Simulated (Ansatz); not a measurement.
# Preparing SnO2 (P4_2/mnm) as a host crystal

Aim: the runs on the perfect crystal SnO2 (P4_2/mnm) that a defect calculation needs first.

Calculated with Ansatz 0.2.0; plane-wave PAW DFT, r2SCAN; single point of the host's primitive cell on a dense mesh; PAW set soft_1, in the first sound run; inputs show where later runs differ.

This is a report of a sequence of runs, with most program output left out.

## Step 1: The structure

Symmetry: P4_2/mnm, No. 136, tetragonal system. The conventional cell has a = 4.758 Å, b = 4.758 Å, c = 3.201 Å, α = 90.00°, β = 90.00°, γ = 90.00°. Nearest to Sn lie 6 O at 2.06 to 2.07 Å. Nearest to O lie 3 Sn at 2.06 to 2.07 Å. Farther neighbours and most contacts between anions are not listed.

## Step 2: Primitive cell on a dense mesh

A dense mesh gives the host's converged energy, against which the supercell's sampling is tested.

Input file dense/input.yaml:

```yaml
crystal:
  lattice:
    - [4.7577515366, 0.0, 0.0]
    - [0.0, 4.7577515366, 0.0]
    - [0.0, 0.0, 3.2006814648]
  atoms:
    - { symbol: Sn, position: [0.5, 0.5, 0.5] }
    - { symbol: Sn, position: [0.0, 0.0, 0.0] }
    - { symbol: O, position: [0.1940572332, 0.8059427668, 0.5] }
    - { symbol: O, position: [0.8059427668, 0.1940572332, 0.5] }
    - { symbol: O, position: [0.3059427668, 0.3059427668, 0.0] }
    - { symbol: O, position: [0.6940572332, 0.6940572332, 0.0] }
basis:
  ecutwfc: 500
  xc_grid: 2
hamiltonian:
  xc: r2scan
  pseudopotentials: { kind: paw, azcp: { folder: soft_1 } }
kpoints:
  mp_grid: { grid: [6, 6, 9] }
scf:
  occupations: { method: fermi_dirac, width: 0.01 }
  max_iter: 80
```

Launch:

```
ansatz run input.yaml --threads 4 --pin off --max-ram 15073MiB --backend cpu --events-out ev --progress --plain --runs-dir out
```

Wall time 2.9 s (4 threads of Arm Neoverse V2, shared host); peak memory 0.48 GiB.

## Step 3: Self-consistent run

This step: plane-wave PAW DFT, r2SCAN; single point of the defect-free supercell, a test of its k-points; PAW set soft_1 (Ansatz 0.2.0).

System of this step: SnO2 (P4_2/mnm). The cell holds 54 atoms: 18 Sn and 36 O. Cell: a = 10.639 Å, b = 6.728 Å, c = 9.602 Å, α = 90.0°, β = 90.0°, γ = 108.4°.

Input file pristine.sampling/input.yaml:

```yaml
crystal:
  lattice:
    - [9.5155030731, 4.7577515366, 0.0]
    - [-4.7577515366, 4.7577515366, 0.0]
    - [0.0, 0.0, 9.6020443945]
  atoms:
    - { symbol: Sn, position: [0.0, 0.5, 0.1666666667] }
    - { symbol: Sn, position: [0.3333333333, 0.1666666667, 0.1666666667] }
    - { symbol: Sn, position: [0.6666666667, 0.8333333333, 0.1666666667] }
    - { symbol: Sn, position: [0.0, 0.0, 0.0] }
    - { symbol: Sn, position: [0.3333333333, 0.6666666667, 0.0] }
    - { symbol: Sn, position: [0.6666666667, 0.3333333333, 0.0] }
    - { symbol: O, position: [0.0, 0.8059427668, 0.1666666667] }
    - { symbol: O, position: [0.3333333333, 0.4726094335, 0.1666666667] }
[... 42 atom lines left out ...]
    - { symbol: O, position: [0.8706285112, 0.4353142556, 0.6666666667] }
    - { symbol: O, position: [0.1293714888, 0.5646857444, 0.6666666667] }
    - { symbol: O, position: [0.4627048221, 0.2313524111, 0.6666666667] }
    - { symbol: O, position: [0.7960381555, 0.8980190777, 0.6666666667] }
basis:
  ecutwfc: 500
  xc_grid: 2
hamiltonian:
  xc: r2scan
  pseudopotentials: { kind: paw, azcp: { folder: soft_1 } }
kpoints:
  mp_grid: { grid: [1, 1, 1], shift: [0.25, 0.25, 0.25] }
scf:
  occupations: { method: fermi_dirac, width: 0.01 }
  max_iter: 80
```

Wall time 6 s (4 threads); peak memory 1.6 GiB; 22 s of CPU time.

This step gave:

- energy over dense mesh: -9.08e-4 eV/atom

## Step 4: Defect free supercell relaxed from its symmetric sites

This cell, the one that will hold the defects, is built from the relaxed host. Its coarser k-points can move the atoms a little, so it is relaxed from the symmetric sites, as the reference for the test of stability.

This step: plane-wave PAW DFT, r2SCAN; relaxation of the defect-free supercell from its symmetric sites; PAW set soft_1 (Ansatz 0.2.0).

pristine.symmetric/input.yaml, as its differences from pristine.sampling/input.yaml of step 3:

```diff
@@ -71 +71,12 @@
   max_iter: 80
+output:
+  forces: true
+relax:
+  f_tol: 0.01
+  max_steps: 60
+  escape_saddle: false
+checkpoint:
+  write: "../pristine.symmetric.run"
+  compress: false
+  write_wavefunctions: false
+  write_every: 100000
```

Wall time 12 s (4 threads); peak memory 1.6 GiB.

Hardly anything moved in the relaxation; the energy changed by under 0.2 meV an atom.

## Step 5: Defect free supercell relaxed from displaced atoms

This step: plane-wave PAW DFT, r2SCAN; relaxation of the defect-free supercell from random displacements, a test of the host's stability; PAW set soft_1 (Ansatz 0.2.0).

pristine.rattled/input.yaml, as its differences from pristine.symmetric/input.yaml of step 4:

```diff
@@ -75,6 +75,6 @@
   f_tol: 0.01
-  max_steps: 60
-  escape_saddle: false
+  max_steps: 120
+  random_displacement: { amplitude: 0.08, seed: 3021 }
 checkpoint:
-  write: "../pristine.symmetric.run"
+  write: "../pristine.rattled.run"
   compress: false
```

Elapsed: 60 s, on 4 threads; peak memory 1.6 GiB.

The steps of the relaxation:

```csv
step,energy less that of the first step (eV),largest force component (eV/Å)
1,0.0000,3.7355
2,-2.6865,1.1352
3,-3.2197,0.0272
4,-3.2197,0.0264
5,-3.2201,0.0008
```

The relaxation ends 60 meV an atom lower than the displaced start, with a largest force component of 8.3e-4 eV/Å.

## Step 6: What came out

* supercell relaxed in its symmetry less the displaced and relaxed one: 0.000 eV
* energy an atom at one point at (¼, ¼, ¼) less that on the dense mesh: -0.001 eV

What this shows: Step 5: The energy fell by 3.220 eV from the randomly displaced start; the atoms end within 0.005 Å of the sites as typed, once the mean shift is taken out. The displaced cell ends within 0.01 eV of the symmetric one relaxed in its symmetry, so no lower structure shows in this supercell. All at zero temperature.

[Logs are printed without paths, hosts, clocks, repeated set-up lines and the standing remarks that a program may print on its own settings, such as how far it seeks lower states.]

[Hosts, paths, dates, database ids (printed as entryN), source tags and the programs' standing remarks are cut or masked in the printed files.]

[Runs of the host that timed out are not shown.]

[For some hosts the program warned that the k-mesh of the response run may be too coarse for force constants and the static dielectric constant; such warnings are not always shown.]

[The program warned that the k-mesh of a response run behind this text may be too coarse: force constants, and the static dielectric constant and all else formed from them, are not shown converged.]
